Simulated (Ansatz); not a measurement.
# What TiIn2 (built on the sites of a database entry of HfB2) distorts into, part 2 of 2

Which phase does TiIn2 (built on the sites of a database entry of HfB2) fall into along its unstable mode, and how much energy does it gain?

Ansatz 0.2.0; DFT PBEsol, scalar-relativistic, plane waves, PAW.

So far, highest frequency on the path or at a solved wavevector (cm⁻¹): step 2 (phonons on a q mesh) 191. Also lowest frequency on the path (cm⁻¹): step 2 -122.

The structure was built from a prototype and need not be the compound's stable phase.

**4. The mode frozen in, largest atomic shift 0.14 Å**

The atoms are moved along the unstable eigenvector, the largest shift by 0.14 Å, with the cell fixed.

File input.yaml:

```yaml
crystal:
  lattice:
    - [-4.8611268095, 0.0, 0.0]
    - [-2.4305634048, -4.2098593081, -5.9289330673]
    - [-2.4305634048, -4.2098593081, 5.9289330673]
  atoms:
    - { symbol: Ti, position: [0.028799907, 0.0, 0.0] }
    - { symbol: Ti, position: [-0.028799907, 0.75, 0.25] }
    - { symbol: Ti, position: [-0.028799907, 0.5, 0.5] }
    - { symbol: Ti, position: [0.028799907, 0.25, 0.75] }
    - { symbol: In, position: [0.3390428679, 0.2916666667, 0.0416666667] }
    - { symbol: In, position: [0.3333333333, 0.0416666667, 0.2916666667] }
    - { symbol: In, position: [0.3276237988, 0.7916666667, 0.5416666667] }
    - { symbol: In, position: [0.3333333333, 0.5416666667, 0.7916666667] }
    - { symbol: In, position: [0.6609571321, 0.4583333333, 0.2083333333] }
    - { symbol: In, position: [0.6666666667, 0.2083333333, 0.4583333333] }
    - { symbol: In, position: [0.6723762012, 0.9583333333, 0.7083333333] }
    - { symbol: In, position: [0.6666666667, 0.7083333333, 0.9583333333] }
kpoints:
  mp_grid: { grid: [8, 8, 8] }
hamiltonian:
  xc: pbesol
scf:
  occupations: { method: methfessel_paxton, width: 0.15 }
output:
  forces: true
  stress: true
  eigenvalues: true
```

Started as:

```sh
ansatz run input.yaml --threads 8 --pin off --max-ram 14336MiB --backend cpu --events-out ev --progress --plain --runs-dir out
```

Numbers of over 12 decimals in the logs are rounded to 6 here.

The log of the run:

```text
[...]
Crystal: 12 atoms, lattice volume = 242.667 Å³
Basis set: ecut = 420 eV, 4721 PW (Γ), exchange–correlation on 72×108×108 points (8 copies of the dense FFT grid, shifted against one another)
Bands: 92, of which v1, the nominal top of the filled ones, is band 76 counted from 1 (75 counted from 0)
Symmetry: 8 space group operations
[...]
k-points: 95 of 512
[...]
k-point 0: bands = [... 72 lower, 12.3804, 13.2799, 13.3292, 13.4181, 13.5248, 13.5315, 13.5620, 13.5817, ... 12 higher]
  k-point 1: bands = [... 72 lower, 12.3291, 12.8916, 13.2314, 13.3312, 13.4468, 13.5062, 13.5482, 13.7028, ... 12 higher]
  k-point 2: bands = [... 72 lower, 12.3548, 12.3991, 12.7674, 13.1853, 13.3801, 13.4135, 13.5085, 13.6706, ... 12 higher]
  k-point 94: bands = [... 72 lower, 12.1460, 12.1460, 13.1213, 13.1213, 13.2603, 13.2603, 13.7537, 13.7537, ... 12 higher]
[key lines of the parts left out:]
SCF converged after 7 iterations
Free energy (F): -54098.402271 eV
Fermi energy:    13.115360 eV
P = ⅓ Tr σ = 0.1833 GPa (1.833 kbar)
```

Wall time 27 s (8 threads of Arm Neoverse N1, shared host); peak memory 2.2 GiB; 3.5 min of CPU time.

Numbers from this step:

```
pressure                         : 0.1833 GPa
energy from the undistorted cell : -0.911 meV/atom
```

The energy, extrapolated to zero smearing, is -0.91 meV/atom against the undistorted cell.

The run ends at a pressure of 0.18 GPa, with forces up to 0.047 eV/Å.

**5. Energy along the mode, all amplitudes (two of the runs are shown above)**

An imaginary frequency means negative curvature, so the energy should fall and then rise again as anharmonic terms take over.

Numbers from this step:

* depth at the lowest point sampled: 0.911 meV/atom
* largest atomic shift at that point: 0.14 Å

The energy from the parent by largest atomic shift:

| largest atomic shift (Å) | energy from the parent (meV/atom) |
| --- | --- |
| 0.000 | 0 |
| 0.040 | -0.213 |
| 0.080 | -0.701 |
| 0.140 | -0.911 |
| 0.220 | 2.79 |
| 0.320 | 18.2 |

Displacement at unit largest shift by atom:

| atom | x (Å) | y (Å) | z (Å) | size |
| --- | --- | --- | --- | --- |
| Ti1 | -1.00 | 0.00 | 0.00 | 1.00 |
| Ti2 | 1.00 | 0.00 | 0.00 | 1.00 |
| Ti3 | 1.00 | 0.00 | 0.00 | 1.00 |
| Ti4 | -1.00 | 0.00 | 0.00 | 1.00 |
| In5 | -0.20 | 0.00 | 0.00 | 0.20 |
| In6 | 0.00 | 0.00 | 0.00 | 0.00 |
| In7 | 0.20 | 0.00 | 0.00 | 0.20 |
| In8 | 0.00 | 0.00 | 0.00 | 0.00 |
| In9 | 0.20 | 0.00 | 0.00 | 0.20 |
| In10 | 0.00 | 0.00 | 0.00 | 0.00 |
| In11 | -0.20 | 0.00 | 0.00 | 0.20 |
| In12 | 0.00 | 0.00 | 0.00 | 0.00 |

The lowest of the steps tried is at 0.14 Å, 0.911 meV/atom below the parent; the bottom of the well need not coincide with a step.

**6. Relaxation from the frozen mode**

Starting from the lowest point found, all atoms and the cell are let go, so that strain and other modes of the same symmetry can join in.

Changes to input.yaml since step 4:

```diff
@@ -28 +28,6 @@
   eigenvalues: true
+relax:
+  adjacent_minimum: "off"
+  f_tol: 0.002
+  max_steps: 120
+  cell: { stress_tol: 0.03 }
```

The log of the run:

```text
[...]
Crystal: 12 atoms, lattice volume = 242.667 Å³
Basis set: ecut = 420 eV, 4721 PW (Γ), exchange–correlation on 72×108×108 points (8 copies of the dense FFT grid, shifted against one another)
Bands: 92, of which v1, the nominal top of the filled ones, is band 76 counted from 1 (75 counted from 0)
Symmetry: 8 space group operations
[...]
k-points: 95 of 512
[...]
SCF iter   1: F=—  HF=-54098.443623 eV  |F-HF|=—  |Δ(HF+E_count)|=         —  Δρ=8.51e-3  dr2=2.16e-1  ethr=1.77e-3  ⟨swp⟩=6.4  Hψ=35926  notcnv=0
[...]
SCF iter   7: F=-54098.402271 eV  HF=-54098.402271 eV  |F-HF|=4.16e-8  |Δ(HF+E_count)|=   1.34e-7  S|Δr|=    0.00e0  Δρ=5.43e-6  dr2=7.21e-8  ethr=6.58e-11  ⟨swp⟩=10.1  Hψ=35413  notcnv=0
SCF 1 converged in 7 iterations: F = -54098.402271 eV  dr2 = 7.21e-8
[...]
relax step   1: F+E_penalty+E_count = -54098.40227081 eV  Δ(F+E_penalty+E_count) = +0.000e0 eV  max|allowed force component| = 4.604e-2 eV/Å  Δτ_max = 0.0000 Å  P = +0.183 GPa  Ω = 242.667 Å³  (7 SCF iters, dr2 threshold 1.00e-7 eV, accepted)
Crystal: 12 atoms, lattice volume = 243.718 Å³
Basis set: ecut = 420 eV, 4763 PW (Γ), exchange–correlation on 72×108×108 points (8 copies of the dense FFT grid, shifted against one another)
[...]
SCF iter   5: F=-54098.417372 eV  HF=-54098.417372 eV  |F-HF|=1.39e-7  |Δ(HF+E_count)|=   6.16e-7  S|Δr|=    0.00e0  Δρ=1.31e-5  dr2=3.40e-7  ethr=4.50e-10  ⟨swp⟩=7.5  Hψ=33754  notcnv=0
SCF 2 converged in 5 iterations: F = -54098.417372 eV  dr2 = 3.40e-7
[...]
relax step   2: F+E_penalty+E_count = -54098.41737223 eV  Δ(F+E_penalty+E_count) = -1.510e-2 eV  max|allowed force component| = 1.622e-2 eV/Å  Δτ_max = 0.0132 Å  P = -0.285 GPa  Ω = 243.718 Å³  energy of the carried Pulay correction = -2.493e-4 eV  (5 SCF iters, dr2 threshold 6.84e-7 eV, accepted)
Crystal: 12 atoms, lattice volume = 241.981 Å³
Basis set: ecut = 420 eV, 4715 PW (Γ), exchange–correlation on 72×108×108 points (8 copies of the dense FFT grid, shifted against one another)
[...]
SCF iter   5: F=-54098.478286 eV  HF=-54098.478286 eV  |F-HF|=4.47e-8  |Δ(HF+E_count)|=   6.20e-7  S|Δr|=    0.00e0  Δρ=1.14e-5  dr2=2.00e-7  ethr=7.89e-10  ⟨swp⟩=7.4  Hψ=38011  notcnv=0
SCF 3 converged in 5 iterations: F = -54098.478286 eV  dr2 = 2.00e-7
relax step   3: F+E_penalty+E_count = -54098.47828633 eV  Δ(F+E_penalty+E_count) = -6.091e-2 eV  max|allowed force component| = 6.767e-2 eV/Å  Δτ_max = 0.0087 Å  P = +0.360 GPa  Ω = 241.981 Å³  energy of the carried Pulay correction = +1.634e-4 eV  (5 SCF iters, dr2 threshold 1.20e-6 eV, accepted)
[... from here on, the SCF cycles and remarks between the steps are left out ...]
relax step   4: F+E_penalty+E_count = -54098.60862934 eV  Δ(F+E_penalty+E_count) = -1.303e-1 eV  max|allowed force component| = 9.303e-2 eV/Å  Δτ_max = 0.0226 Å  P = -0.340 GPa  Ω = 244.392 Å³  energy of the carried Pulay correction = -4.087e-4 eV  (6 SCF iters, dr2 threshold 1.20e-6 eV, accepted)
relax step   5: F+E_penalty+E_count = -54098.49507701 eV  Δ(F+E_penalty+E_count) = +1.136e-1 eV  max|allowed force component| = 2.368e-1 eV/Å  Δτ_max = 0.0648 Å  P = +3.688 GPa  Ω = 237.974 Å³  energy of the carried Pulay correction = +1.127e-3 eV  (7 SCF iters, dr2 threshold 1.20e-6 eV, rejected (line search))
relax step   6: F+E_penalty+E_count = -54098.67089526 eV  Δ(F+E_penalty+E_count) = -6.227e-2 eV  max|allowed force component| = 6.500e-2 eV/Å  Δτ_max = 0.0292 Å  P = -0.483 GPa  Ω = 246.045 Å³  energy of the carried Pulay correction = -7.976e-4 eV  (10 SCF iters, accepted)
relax step   7: F+E_penalty+E_count = -54098.67342506 eV  Δ(F+E_penalty+E_count) = -2.530e-3 eV  max|allowed force component| = 1.254e-1 eV/Å  Δτ_max = 0.0762 Å  P = +0.280 GPa  Ω = 245.078 Å³  energy of the carried Pulay correction = -5.703e-4 eV  (6 SCF iters, dr2 threshold 1.20e-6 eV, accepted)
relax step   8: F+E_penalty+E_count = -54098.68392434 eV  Δ(F+E_penalty+E_count) = -1.050e-2 eV  max|allowed force component| = 3.269e-2 eV/Å  Δτ_max = 0.0147 Å  P = +0.160 GPa  Ω = 245.592 Å³  energy of the carried Pulay correction = -6.912e-4 eV  (5 SCF iters, dr2 threshold 1.20e-6 eV, accepted)
relax step   9: F+E_penalty+E_count = -54098.68419943 eV  Δ(F+E_penalty+E_count) = -2.751e-4 eV  max|allowed force component| = 1.588e-2 eV/Å  Δτ_max = 0.0239 Å  P = +0.066 GPa  Ω = 246.066 Å³  energy of the carried Pulay correction = -8.025e-4 eV  (6 SCF iters, dr2 threshold 2.52e-7 eV, accepted)
relax step  10: F+E_penalty+E_count = -54098.68470828 eV  Δ(F+E_penalty+E_count) = -5.089e-4 eV  max|allowed force component| = 1.681e-3 eV/Å  Δτ_max = 0.0124 Å  P = +0.004 GPa  Ω = 246.070 Å³  energy of the carried Pulay correction = -8.035e-4 eV  (6 SCF iters, dr2 threshold 3.23e-8 eV, accepted)
relax step  11: F+E_penalty+E_count = -54098.68694869 eV  Δ(F+E_penalty+E_count) = -2.240e-3 eV  max|allowed force component| = 1.527e-3 eV/Å  Δτ_max = 0.0000 Å  P = +0.017 GPa  Ω = 246.070 Å³  stress off target by 4.77e-2 GPa  SCF on the basis re-selected at this cell (its energy is not comparable with the rows above)  (6 SCF iters)
relax step  12: F+E_penalty+E_count = -54098.68695080 eV  Δ(F+E_penalty+E_count) = -2.111e-6 eV  max|allowed force component| = 9.517e-4 eV/Å  Δτ_max = 0.0008 Å  P = +0.006 GPa  Ω = 246.148 Å³  energy of the carried Pulay correction = -1.727e-5 eV  (5 SCF iters, dr2 threshold 5.69e-9 eV, accepted)
[...]
SCF iter   5: F=-54098.686972 eV  HF=-54098.686972 eV  |F-HF|=2.91e-11  |Δ(HF+E_count)|=  1.46e-11  S|Δr|=    0.00e0  Δρ=2.78e-8  dr2=3.59e-12  ethr=1.00e-12  ⟨swp⟩=4.0  Hψ=25052  notcnv=0
SCF 13 converged in 5 iterations: F = -54098.686972 eV  dr2 = 3.59e-12
relax step  13: F+E_penalty+E_count = -54098.68697222 eV  Δ(F+E_penalty+E_count) = -2.142e-5 eV  max|allowed force component| = 9.453e-4 eV/Å  Δτ_max = 0.0000 Å  P = +0.006 GPa  Ω = 246.148 Å³  stress off target by 1.23e-2 GPa  SCF on the basis re-selected at this cell (its energy is not comparable with the rows above)  (5 SCF iters)
[...]
SCF converged after 5 iterations
[...]
Free energy (F): -54098.686972 eV
[...]
Internal energy: -54098.693626 eV  (E = F + TS)
E sigma→0 (E₀):  -54098.688636 eV
Entropy (-TS):   0.006654 eV (0.554 meV/atom)
Fermi energy:    12.875060 eV
[...]
--- Forces (eV/Å), atoms counted from 1 ---
  atom   1  Ti    -0.00022354     0.00000000    -0.00058448
  atom   2  Ti     0.00022354    -0.00000000     0.00058448
  atom   3  Ti     0.00022354    -0.00000000    -0.00058448
  atom   4  Ti    -0.00022354     0.00000000     0.00058448
  atom   5  In     0.00094527     0.00050221     0.00000000
  atom   6  In    -0.00000000    -0.00030218     0.00000000
  atom   7  In    -0.00094527     0.00050221    -0.00000000
  atom   8  In    -0.00000000    -0.00030218     0.00000000
  atom   9  In    -0.00094527    -0.00050221    -0.00000000
  atom  10  In     0.00000000     0.00030218    -0.00000000
  atom  11  In     0.00094527    -0.00050221     0.00000000
  atom  12  In     0.00000000     0.00030218    -0.00000000
  max |Σ_I F_I| component: 1.30e-18 eV/Å
--- Stress (GPa, compression-positive) ---
        0.000731       0.000000       0.000000
        0.000000       0.012336       0.000000
        0.000000       0.000000       0.004324
  P = ⅓ Tr σ = 0.0058 GPa (0.058 kbar)
--- Band table (eV; the first three rows and the last of 95) ---
  k-point 0: bands = [... 72 lower, 12.3048, 12.7865, 12.9734, 13.0410, 13.1374, 13.2723, 13.4257, 13.4277, ... 12 higher]
  k-point 1: bands = [... 72 lower, 12.1801, 12.5475, 12.8459, 12.9677, 13.1680, 13.2886, 13.3484, 13.5619, ... 12 higher]
  k-point 2: bands = [... 72 lower, 11.9736, 12.1376, 12.1895, 12.8114, 13.0628, 13.2771, 13.4635, 13.5004, ... 12 higher]
  k-point 94: bands = [... 72 lower, 11.9313, 11.9313, 12.7014, 12.7014, 13.1320, 13.1320, 13.3715, 13.3715, ... 12 higher]
--- Relaxed structure (11 steps of the walk, 10 accepted, 2 SCFs on fresh bases) ---
  F+E_penalty+E_count = -54098.68697222 eV   max|allowed force component| = 9.453e-4 eV/Å   (the final SCF, on the basis selected at the relaxed cell)
  cell:  # Å, volume = 246.1476 Å³
    - [-5.241630, 3.112698239376332e-11, 0.0]
    - [-2.620815, -3.940755, -5.958265]
    - [-2.620815, -3.940755, 5.958265]
  atoms:
    - { symbol: Ti, position: [0.051085, -0.000285653, 0.000285653] }
    - { symbol: Ti, position: [-0.051085, 0.750286, 0.249714] }
    - { symbol: Ti, position: [-0.051085, 0.499714, 0.500286] }
    - { symbol: Ti, position: [0.051085, 0.250286, 0.749714] }
    - { symbol: In, position: [0.331253, 0.301106, 0.051106] }
    - { symbol: In, position: [0.324686, 0.050314, 0.300314] }
    - { symbol: In, position: [0.316534, 0.801106, 0.551106] }
    - { symbol: In, position: [0.324686, 0.550314, 0.800314] }
    - { symbol: In, position: [0.668747, 0.448894, 0.198894] }
    - { symbol: In, position: [0.675314, 0.199686, 0.449686] }
    - { symbol: In, position: [0.683466, 0.948894, 0.698894] }
    - { symbol: In, position: [0.675314, 0.699686, 0.949686] }
```

Elapsed: 7.8 min, on 8 threads; peak memory 2.3 GiB.

Step by step:

| step | energy less that of the first step (eV) | largest force component (eV/Å) | pressure (GPa) | volume (Å³) |
| --- | --- | --- | --- | --- |
| 1 | 0.0000 | 0.0460 | 0.18 | 242.67 |
| 2 | -0.0151 | 0.0162 | -0.29 | 243.72 |
| 3 | -0.0760 | 0.0677 | 0.36 | 241.98 |
| 4 | -0.2064 | 0.0930 | -0.34 | 244.39 |
| 5 | -0.0928 | 0.2368 | 3.69 | 237.97 |
| 6 | -0.2686 | 0.0650 | -0.48 | 246.04 |
| 7 | -0.2712 | 0.1254 | 0.28 | 245.08 |
| 8 | -0.2817 | 0.0327 | 0.16 | 245.59 |
| 9 | -0.2819 | 0.0159 | 0.07 | 246.07 |
| 10 | -0.2824 | 0.0017 | 0.00 | 246.07 |
| 11* | -0.2847 | 0.0015 | 0.02 | 246.07 |
| 12 | -0.2847 | 0.0010 | 0.01 | 246.15 |
| 13* | -0.2847 | 0.0009 | 0.01 | 246.15 |

Relaxation steps marked * repeat the geometry before them on a plane-wave basis chosen anew for their cell, so energy and pressure can jump there. Relaxation step 5 was tried and not accepted.

Forces are held to the 8 operations that the run works with; a distortion that breaks them can't arise in this run.

| conventional cell, symmetrised | before | after | change |
| --- | --- | --- | --- |
| a (Å) | 8.420 | 7.882 | -6.4 % |
| b (Å) | 11.858 | 11.917 | +0.5 % |
| c (Å) | 4.861 | 5.242 | +7.8 % |
| volume (Å³/atom) | 20.22 | 20.51 | +1.4 % |

The atoms that moved most (Å, as changes of fractional coordinates times the final cell):

| atom | dx | dy | dz | length |
| --- | --- | --- | --- | --- |
| Ti1 | -0.117 | 0.000 | 0.003 | 0.117 |
| Ti2 | 0.117 | 0.000 | -0.003 | 0.117 |
| Ti4 | -0.117 | 0.000 | -0.003 | 0.117 |
| Ti3 | 0.117 | 0.000 | 0.003 | 0.117 |
| In11 | -0.009 | 0.074 | 0.000 | 0.075 |
| In7 | 0.009 | -0.074 | 0.000 | 0.075 |
| In5 | -0.009 | -0.074 | 0.000 | 0.075 |
| In9 | 0.009 | 0.074 | 0.000 | 0.075 |

Final coordinates:

```xyz
12
Lattice="-5.2416 0.0000 0.0000 -2.6208 -3.9408 -5.9583 -2.6208 -3.9408 5.9583" Properties=species:S:1:pos:R:3 pbc="T T T"
Ti   -0.2678    0.0000    0.0034
Ti   -2.3530   -3.9408   -2.9825
Ti   -2.3530   -3.9408    0.0034
Ti   -2.8886   -3.9408    2.9757
In   -2.6594   -1.3880   -1.4896
In   -2.6208   -1.3817    1.4896
In   -5.2031   -5.3287   -1.4896
In   -5.2416   -5.3225    1.4896
In   -5.2031   -2.5528   -1.4896
In   -5.2416   -2.5590    1.4896
In   -7.9010   -6.4935   -1.4896
In   -7.8624   -6.4998    1.4896
```

This step gave:

| Item | Value |
| --- | --- |
| pressure | 0.005797 GPa |
| volume per atom | 20.51 Å³ |

The distorted start has space group Imma; the relaxation ends in Imma.

**7. The phases reached**

The phases reached along the modes that were followed are set side by side.

Energies are those of the first relaxation, on the mesh of the frozen mode; space group, volume and gap are those of the last relaxation. Phases, by row:

| mode frozen in | space group | energy from parent (meV/atom) | volume (Å³/atom) | gap on mesh (eV) | lowest zone-centre optical mode (cm⁻¹) | largest shift (Å) |
| --- | --- | --- | --- | --- | --- | --- |
| parent | P6/mmm | 0 | 20.22 | 0 | – | – |
| q = (0, -0.5, 0), 122i cm⁻¹ | Pmma | -43.51 | 21.06 | 0 | 42.5 | 0.6 |
| q = (0, -0.5, 0.25), 78i cm⁻¹ | Imma | -24.93 | 20.51 | 0 | – | 0.268 |

**8. Summary of results**

```yaml
unstable_mode_of_the_parent: q = (0, -0.5, 0.25), 78i cm⁻¹
depth_at_the_lowest_point_sampled: 0.911 meV/atom
largest_atomic_shift_at_that_point: 0.14 Å
space_group_reached_within_0p01_a: Imma
energy_gained_over_the_parent_first_relaxation_on_the_mesh_of_the_frozen_mode: 24.9 meV/atom
volume_per_atom_phase_reached: 20.5 Å³
```

Along this mode the structure falls into Imma, 24.9 meV/atom below the parent. At the parent's cell the well is 0.911 meV/atom deep on the steps tried, with its lowest point at a shift of 0.14 Å. Relaxing atoms and cell changes the gain by +24.02 meV/atom against the lowest step (energies at zero smearing). Most of the total comes from this relaxation. The modes of the phase reached were not computed on this path. How so shallow a well moves with the k mesh was not tested. Of the 2 patterns followed to their end from this parent, this one ends 18.6 meV/atom above the lowest, Pmma. Each path keeps the symmetry of its pattern, so a lower phase may lie along a pattern not tried. With no gap, or one that is small against the smearing, the frequencies hang on the k mesh and the smearing, most of all near Kohn anomalies. The starting cell was built on a prototype and not taken from a measurement, so the phase need not exist.

[Logs are printed without paths, hosts, clocks, repeated set-up lines and the standing remarks that a program may print on its own settings, such as how far it seeks lower states.]

[Hosts, paths, dates, database ids (printed as entryN), source tags and the programs' standing remarks are cut or masked in the printed files.]
